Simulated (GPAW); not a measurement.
# Work function of Cr2N(OH)2 MXene monolayer at several levels, part 2 of 2

Wanted: work functions and dipole of Cr2N(OH)2 MXene monolayer, with the cost of each level.

GPAW 26.7.0; GPAW, PAW setups; layer in a repeated cell with vacuum, relaxation of atoms and in-plane cell (the session's first sound run).

So far, upper work function (eV): step 3 (the slab's potential, PBE, GPAW) 2.08; step 4 (RPBE) 1.96; step 5 (LDA) 2.27.

## 6. OptPBE vdW: xc = "optPBE-vdW"

Level of this step: GPAW, PAW setups; slab in vacuum (GPAW).

The same geometry under optPBE-vdW, to see how far the functional moves the levels against the vacuum (the van der Waals functionals take revPBE setups).

Contents of run.py:

```python
import json
import numpy as np
from ase import Atoms
from gpaw import GPAW, PW

slab = Atoms(
    ['H', 'O', 'Cr', 'N', 'Cr', 'O', 'H'],
    positions=[
        [-0.00000, 1.71641, 8.00000],
        [0.00000, 1.71641, 8.97563],
        [1.48646, 0.85821, 10.14681],
        [0.00000, -0.00000, 11.29657],
        [-0.00000, 1.71641, 12.44633],
        [1.48646, 0.85821, 13.61750],
        [1.48646, 0.85821, 14.59314]],
    cell=[[2.97292, -0.0, 0.0], [-1.48646, 2.57462, 0.0], [0.0, 0.0, 22.5931]],
    pbc=[True, True, False],
    magmoms=[0.0, 0.0, 2.0, 0.0, 2.0, 0.0, 0.0])

slab.calc = GPAW(mode=PW(500), xc='optPBE-vdW', kpts={'size': (12, 12, 1), 'gamma': True},
                 occupations={'name': 'fermi-dirac', 'width': 0.05}, nbands='160%',
                 convergence={'density': 1e-05}, maxiter=200,
                 poissonsolver={'dipolelayer': 'xy'},
                 symmetry={'tolerance': 1e-3}, txt='slab.txt')
result = {}
energy = slab.get_potential_energy()
fermi = slab.calc.get_fermi_level()
v = slab.calc.get_electrostatic_potential().mean((0, 1)) - fermi
n = slab.calc.get_pseudo_density().mean((0, 1))
L = slab.cell[2, 2]
z = np.arange(len(v)) * L / len(v)
low, high = slab.positions[:, 2].min(), slab.positions[:, 2].max()
below, above = np.interp([low - 5.8, high + 5.8], z, v)
slopes = [np.interp(x, z, np.gradient(v, z)) for x in (low - 5.8, high + 5.8)]
eps = np.array([[slab.calc.get_eigenvalues(k, s) for k in range(len(slab.calc.get_ibz_k_points()))]
                for s in range(slab.calc.get_number_of_spins())]) - fermi
top, bottom = eps[eps < 0].max(), eps[eps > 0].min()
dipole = slab.get_dipole_moment()[2]
print(f'energy {energy:.4f} eV, Fermi level {fermi:.4f} eV, dipole {dipole:.5f} e A')
print(f'potential 5.8 A off the faces, from the Fermi level: lower {below:.4f} eV, upper {above:.4f} eV')
print(f'slope of the potential there: lower {slopes[0]:.5f}, upper {slopes[1]:.5f} eV/A')
print(f'nearest levels on the mesh: {top:.4f} and {bottom:.4f} eV')
print('magnetic moment', round(slab.get_magnetic_moment(), 3))
result.update(energy=energy, fermi=fermi, dipole=dipole, below=below, above=above, slopes=slopes, edges=[top, bottom],
              z=z.tolist(), v=v.tolist(), n=n.tolist(), positions=slab.positions.tolist(),
              forces=slab.get_forces(apply_constraint=False).tolist(), moments=slab.get_magnetic_moments().tolist())
json.dump(result, open('result.json', 'w'))
```

Command:

```bash
OMP_NUM_THREADS=1 OPENBLAS_NUM_THREADS=1 python run.py
```

What it wrote:

```text
energy -72.5631 eV, Fermi level 1.1022 eV, dipole 0.00081 e A
potential 5.8 A off the faces, from the Fermi level: lower 2.4822 eV, upper 2.4703 eV
slope of the potential there: lower -0.00365, upper 0.00365 eV/A
nearest levels on the mesh: -0.0096 and 0.0001 eV
magnetic moment 5.424
```

Wall time 1.9 min (1 thread of Arm Neoverse V2, shared host); peak memory 0.48 GiB.

Numbers from this step:

* dipole along the normal: 8.06e-4 e·Å
* levels nearest the Fermi level on the mesh: -0.009609, 1.49e-4 eV from the Fermi level
* upper work function: 2.470 eV
* lower work function: 2.482 eV
* site moments: 0.003253, 0.01552, 2.497, -0.01465, 2.497, 0.01552, 0.003253 μB
* sum of the site moments: 5.017 μB

The electrostatic potential energy of an electron (without an applied field's), less the Fermi level, planar mean oscillates, so the rows of the table below give means over windows of 1.41 Å about each position, cut where the curve ends. Its maxima inside the range that stand out by 2 % of the span (Å: eV): 8.3: -0.231, 9.4: -6.47, 10.8: -7.52, 11.8: -7.52, 13.2: -6.48, 14.3: -0.242. Its minima: 8.0: -1.32, 9.0: -11.3, 10.2: -17.5, 11.3: -14.3, 12.4: -17.5, 13.6: -11.3, 14.6: -1.33.

The electrostatic potential energy of an electron (without an applied field's), less the Fermi level, planar mean by z; means over each step:

z (Å), electrostatic potential energy of an electron (without an applied field's), less the Fermi level, planar mean (eV) and a bar from the least value:
```
     0.70        2.5 ##############################
     2.11        2.5 ##############################
     3.52        2.5 ##############################
     4.93        2.4 ##############################
     6.34        2.0 #############################
     7.75        0.0 #########################
     9.16       -8.0 #########
    10.57      -12.6 
    11.98      -12.6 
    13.39       -8.3 #########
    14.80        0.0 #########################
    16.21        2.0 #############################
    17.62        2.4 ##############################
    19.03        2.5 ##############################
    20.44        2.5 ##############################
    21.85        2.5 ##############################
```

The upper face's work function is 2.470 eV, against 2.079 eV in the first plane-wave PBE run at this geometry.

## 7. Self-consistent run: xc = "revPBE"

The same geometry under revPBE, to see how far the functional moves the levels against the vacuum.

run.py, as its differences from that of step 6:

```diff
@@ -19,3 +19,3 @@
 
-slab.calc = GPAW(mode=PW(500), xc='optPBE-vdW', kpts={'size': (12, 12, 1), 'gamma': True},
+slab.calc = GPAW(mode=PW(500), xc='revPBE', kpts={'size': (12, 12, 1), 'gamma': True},
                  occupations={'name': 'fermi-dirac', 'width': 0.05}, nbands='160%',
```

What it wrote:

```text
energy -46.7751 eV, Fermi level 1.5525 eV, dipole 0.00081 e A
potential 5.8 A off the faces, from the Fermi level: lower 1.9397 eV, upper 1.9279 eV
slope of the potential there: lower -0.00484, upper 0.00484 eV/A
nearest levels on the mesh: -0.0133 and 0.0033 eV
magnetic moment 5.649
```

Wall time 1.7 min (1 thread); peak memory 0.31 GiB.

This step gave:

```
levels nearest the Fermi level on the mesh : -0.01331, 0.003349 eV from the Fermi level
upper work function                        : 1.928 eV
lower work function                        : 1.940 eV
site moments                               : 0.004156, 0.01762, 2.586, -0.02413, 2.586, 0.01762, 0.004156 μB
sum of the site moments                    : 5.191 μB
```

The upper face's work function is 1.928 eV, against 2.079 eV in the first plane-wave PBE run at this geometry.

## 8. Self-consistent run

The same geometry under vdW-DF2, to see how far the functional moves the levels against the vacuum (the van der Waals functionals take revPBE setups).

run.py, as its differences from that of step 7:

```diff
@@ -19,3 +19,3 @@
 
-slab.calc = GPAW(mode=PW(500), xc='revPBE', kpts={'size': (12, 12, 1), 'gamma': True},
+slab.calc = GPAW(mode=PW(500), xc='vdW-DF2', kpts={'size': (12, 12, 1), 'gamma': True},
                  occupations={'name': 'fermi-dirac', 'width': 0.05}, nbands='160%',
```

What it wrote:

```text
gpaw.KohnShamConvergenceError
```

Run time: 19 min. Hardware: 1 thread; peak memory 0.49 GiB.

No converged result was reached; the numbers in the log don't describe the system.

## 9. Real-space grid: mode = "fd"

A real-space grid is a second complete basis, so it checks the plane-wave result.

run.py, as its differences from that of step 8:

```diff
@@ -3,3 +3,3 @@
 from ase import Atoms
-from gpaw import GPAW, PW
+from gpaw import GPAW
 
@@ -19,3 +19,3 @@
 
-slab.calc = GPAW(mode=PW(500), xc='vdW-DF2', kpts={'size': (12, 12, 1), 'gamma': True},
+slab.calc = GPAW(mode='fd', h=0.18, xc='PBE', kpts={'size': (12, 12, 1), 'gamma': True},
                  occupations={'name': 'fermi-dirac', 'width': 0.05}, nbands='160%',
```

What it wrote:

```text
energy -50.6100 eV, Fermi level -2.0428 eV, dipole 0.00055 e A
potential 5.8 A off the faces, from the Fermi level: lower 2.0482 eV, upper 2.0363 eV
slope of the potential there: lower -0.00132, upper 0.00132 eV/A
nearest levels on the mesh: -0.0141 and 0.0160 eV
magnetic moment 5.572
```

Wall time 8.2 min (1 thread); peak memory 0.86 GiB.

Numbers from this step:

```
dipole along the normal                    : 5.53e-4 e·Å
levels nearest the Fermi level on the mesh : -0.01414, 0.01604 eV from the Fermi level
upper work function                        : 2.036 eV
lower work function                        : 2.048 eV
site moments                               : 0.004060, 0.01863, 2.548, -0.01926, 2.548, 0.01863, 0.004060 μB
sum of the site moments                    : 5.122 μB
```

The upper face's work function is 2.036 eV, against 2.079 eV in the first plane-wave PBE run at this geometry.

## 10. Atomic orbitals: mode = "lcao"

Atom-centred orbitals end a few angstrom from the surface, which tests how much the density's tail matters.

run.py, as its differences from that of step 9:

```diff
@@ -19,4 +19,4 @@
 
-slab.calc = GPAW(mode='fd', h=0.18, xc='PBE', kpts={'size': (12, 12, 1), 'gamma': True},
-                 occupations={'name': 'fermi-dirac', 'width': 0.05}, nbands='160%',
+slab.calc = GPAW(mode='lcao', basis='dzp', h=0.18, xc='PBE', kpts={'size': (12, 12, 1), 'gamma': True},
+                 occupations={'name': 'fermi-dirac', 'width': 0.05}, nbands='120%',
                  convergence={'density': 1e-05}, maxiter=200,
```

What it wrote:

```text
energy -47.5521 eV, Fermi level -0.2581 eV, dipole 0.00055 e A
potential 5.8 A off the faces, from the Fermi level: lower 0.2640 eV, upper 0.2522 eV
slope of the potential there: lower -0.00000, upper -0.00000 eV/A
nearest levels on the mesh: -0.0083 and 0.0267 eV
magnetic moment 5.58
```

It took 3.5 min on 1 thread; peak memory 0.31 GiB.

Numbers from this step:

```
dipole along the normal                    : 5.54e-4 e·Å
levels nearest the Fermi level on the mesh : -0.008343, 0.02666 eV from the Fermi level
upper work function                        : 0.2522 eV
lower work function                        : 0.2640 eV
site moments                               : 0.003944, 0.02109, 2.535, -0.02905, 2.535, 0.02109, 0.003944 μB
sum of the site moments                    : 5.091 μB
```

The electrostatic potential energy of an electron (without an applied field's), less the Fermi level, planar mean oscillates, so the rows of the table below give means over windows of 0.5 Å about each position, cut where the curve ends. Its maxima inside the range that stand out by 2 % of the span (Å: eV): 8.29: -0.642, 9.38: -6.62, 10.84: -7.65, 11.75: -7.65, 13.21: -6.63, 14.30: -0.653. Its minima: 8.02: -1.89, 9.02: -11.5, 10.11: -17.6, 11.30: -14.5, 12.48: -17.6, 13.57: -11.5, 14.58: -1.90.

Electrostatic potential energy of an electron (without an applied field's), less the Fermi level, planar mean against z; means over each step:

z (Å), electrostatic potential energy of an electron (without an applied field's), less the Fermi level, planar mean (eV) and a bar from the least value:
```
      0.0        0.3 ##############################
      0.5        0.3 ##############################
      1.0        0.3 ##############################
      1.5        0.3 ##############################
      2.0        0.3 ##############################
      2.5        0.3 ##############################
      3.0        0.3 ##############################
      3.5        0.3 ##############################
      4.0        0.3 ##############################
      4.5        0.3 ##############################
      5.0        0.3 ##############################
      5.5        0.3 ##############################
      6.0        0.3 ##############################
      6.5        0.2 ##############################
      7.0        0.2 ##############################
      7.5       -0.4 #############################
      8.0       -1.5 ###########################
      8.5       -2.4 #########################
      9.0       -9.9 ############
      9.5       -8.0 ###############
     10.0      -15.7 #
     10.5      -12.4 #######
     11.0       -9.9 ############
     11.5      -11.1 ##########
     12.0      -10.9 ##########
     12.5      -16.4 
     13.0       -8.9 ##############
     13.5       -9.7 ############
     14.0       -3.8 #######################
     14.5       -1.4 ###########################
     15.0       -0.6 ############################
     15.5        0.1 ##############################
     16.0        0.2 ##############################
     16.5        0.2 ##############################
     17.0        0.3 ##############################
     17.5        0.3 ##############################
     18.0        0.3 ##############################
     18.5        0.3 ##############################
     19.0        0.3 ##############################
     19.5        0.3 ##############################
     20.0        0.3 ##############################
     20.5        0.3 ##############################
     21.0        0.3 ##############################
     21.5        0.3 ##############################
     22.0        0.3 ##############################
     22.5        0.3 ##############################
```

The upper face's work function is 0.2522 eV, against 2.079 eV in the first plane-wave PBE run at this geometry.

## 11. The ladder

Times are for 1 thread of Arm Neoverse V2, shared host. The series side by side:

| no. | run | upper work function (eV) | lower work function (eV) | time | memory (GiB) |
| --- | --- | --- | --- | --- | --- |
| 1 | pw | 2.079 | 2.090 | 97 s | 0.31 |
| 2 | RPBE | 1.958 | 1.970 | 1.7 min | 0.31 |
| 3 | LDA | 2.266 | 2.278 | 2.1 min | 0.3 |
| 4 | optPBE vdW | 2.470 | 2.482 | 1.9 min | 0.48 |
| 5 | revPBE | 1.928 | 1.940 | 1.7 min | 0.31 |
| 6 | fd | 2.036 | 2.048 | 8.2 min | 0.86 |
| 7 | lcao | 0.2522 | 0.2640 | 3.5 min | 0.31 |

## 12. Side by side

Results and costs are gathered.

This step: comparison of work functions, dipole and cost (GPAW 26.7.0).

Ladder, by row:

```
      step  code  work function, upper (eV)  work function, lower (eV)  dipole (e Å)  wall time (s)  peak memory (GiB)  threads
        pw  GPAW                      2.079                       2.09       8.07e-4             97               0.31        1
      RPBE  GPAW                      1.958                       1.97       8.05e-4          102.7               0.31        1
       LDA  GPAW                      2.266                      2.278       8.11e-4          125.6                0.3        1
optPBE-vdW  GPAW                       2.47                      2.482       8.06e-4          112.9               0.48        1
    revPBE  GPAW                      1.928                       1.94       8.06e-4          102.7               0.31        1
        fd  GPAW                      2.036                      2.048       5.53e-4          490.3               0.86        1
      lcao  GPAW                     0.2522                      0.264       5.54e-4          212.7               0.31        1
```

## 13. A changed run

One more run, with changed settings.

This step: GPAW, PAW setups; slab in vacuum (GPAW 26.7.0).

run.py, as its differences from that of step 10:

```diff
@@ -3,3 +3,3 @@
 from ase import Atoms
-from gpaw import GPAW
+from gpaw import GPAW, PW
 
@@ -19,5 +19,5 @@
 
-slab.calc = GPAW(mode='lcao', basis='dzp', h=0.18, xc='PBE', kpts={'size': (12, 12, 1), 'gamma': True},
-                 occupations={'name': 'fermi-dirac', 'width': 0.05}, nbands='120%',
-                 convergence={'density': 1e-05}, maxiter=200,
+slab.calc = GPAW(mode=PW(500), xc='PBE', kpts={'size': (12, 12, 1), 'gamma': True},
+                 occupations={'name': 'fermi-dirac', 'width': 0.05}, nbands='160%',
+                 convergence={'density': 1e-05}, maxiter=6,
                  poissonsolver={'dipolelayer': 'xy'},
```

What it wrote:

```text
gpaw.KohnShamConvergenceError
```

The job ended after 38 s (1 thread; peak memory 0.31 GiB).

No converged result was reached; the numbers in the log don't describe the system.

The fault put into the input: too few SCF iterations (maxiter = 6).

## 14. Outcome

| Item | Value |
| --- | --- |
| work function, upper and lower face | 2.079 and 2.090 eV |
| dipole along the normal | 8.1e-4 e Å, near the numerical noise |

With plane waves and PBE the work function is 2.08 eV on the upper face and 2.09 eV on the lower. Over the sound runs of the table the upper face's work function spans 0.2522 (lcao) to 2.470 eV (optPBE-vdW). Atomic orbitals miss the plane-wave value by -1.8 eV, since they describe the tail of the density in the vacuum poorly. The starting lattice was a guess from atomic radii; the relaxation moved it by 8 %. The small printed dipole stands for a step of -19 meV from the lower to the upper face, and the probes find -12 meV; values this small are near the numerical noise of both. One magnetic start was tried; another order may lie lower. The layer's cell and atoms come from the relaxation; spin-orbit coupling and temperature are left out.

[Logs are printed without paths, hosts, clocks, repeated set-up lines and the standing remarks that a program may print on its own settings, such as how far it seeks lower states.]

[Hosts, paths, dates, database ids (printed as entryN), source tags and the programs' standing remarks are cut or masked in the printed files.]
